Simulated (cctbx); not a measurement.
**Accept or mend?**

Cell a = 7.1060 Å, b = 4.5040 Å, c = 7.8990 Å, α = 90.00°, β = 90.00°, γ = 90.00°; space group Pnma (no. 62). The compound is YbTiAg.

Simulated single-crystal data (cctbx): synchrotron X-rays, λ = 0.6889 Å, to d = 0.84 Å, 70 % of the full sphere, strongest reflection 5000 counts, noise from counting, a 2 % proportional error and a noise floor of 4 counts (s.d.); no absorption.

An anisotropic refinement with weights 1/σ² prints:

```text
Rint 0.042, 254 unique reflections to 0.84 A
cycle     R1     wR2    GooF  max shift (A)
   1  0.0456  0.0911   2.553   0.00271
   2  0.0228  0.0453   1.269   0.00000
final R1 0.0228 wR2 0.0453 GooF 1.269  parameters 18  data/parameter 14.1
atom        x        y        z      Ueq    occ   su(xyz)  su(Uiso or U11)
Yb1    0.52969  0.25000  0.83383   0.0164  1.000  0.00009  0.0004
Rh1    0.21738  0.75000  0.86912   0.0161  1.000  0.00017  0.0005
Ti1    0.85601  0.75000  0.93907   0.0429  1.000  0.00058  0.0022
difference map: max 1.74 min -1.40 rms 0.42
Q1    0.2104  0.7500  0.8145    4    1.80  0.43 A from Rh1
Q2    0.2164  0.6686  0.9218    8    1.46  0.55 A from Rh1
Q3    0.2049  0.0896  0.9785    8    1.10  1.06 A from Ti1
Q4    0.2070  0.1076  0.1320    8    1.08  0.96 A from Ti1
Q5    0.0836  0.0940  0.4448    8    1.08  1.69 A from Rh1
Q6    0.1676  0.7500  0.3080    4    1.07  1.42 A from Yb1
```

Q: Accept it or mend it, and why?

Mend it. The fault: wrong element: Rh1 is Ag. Against the right model at the same level, R1 goes from 0.0179 to 0.0228 and GooF from 0.98 to 1.27. Rh1 has 2 electrons too few and its U shrinks to make up, as expected (near an absorption edge f′ can widen the mismatch well beyond the difference in Z).

The compound is YbTiAg. The right model at the same level gives:

```text
Rint 0.042, 254 unique reflections to 0.84 A
cycle     R1     wR2    GooF  max shift (A)
   1  0.0385  0.0778   2.182   0.00196
   2  0.0179  0.0351   0.984   0.00000
final R1 0.0179 wR2 0.0351 GooF 0.984  parameters 18  data/parameter 14.1
atom        x        y        z      Ueq    occ   su(xyz)  su(Uiso or U11)
Yb1    0.52962  0.25000  0.83378   0.0154  1.000  0.00007  0.0003
Ag1    0.21736  0.75000  0.86911   0.0188  1.000  0.00013  0.0004
Ti1    0.85616  0.75000  0.93917   0.0418  1.000  0.00046  0.0017
difference map: max 1.15 min -1.27 rms 0.36
Q1    0.2057  0.1083  0.1327    8    1.23  0.96 A from Ti1
Q2    0.1918  0.2500  0.5035    4    1.16  1.24 A from Ag1
Q3    0.0903  0.7500  0.2835    4    1.08  0.94 A from Yb1
Q4    0.2016  0.0936  0.9825    8    1.06  1.02 A from Ti1
Q5    0.1895  0.7500  0.3132    4    1.00  1.57 A from Yb1
Q6    0.0911  0.5547  0.8748    8    0.99  1.26 A from Ag1
```

This is a model crystal, built by substitution and not relaxed, with assumed displacement parameters.

[Middle refinement cycles are left out of these outputs.]

[Logs are printed without paths, hosts, clocks, repeated set-up lines and the standing remarks that a program may print on its own settings, such as how far it seeks lower states.]
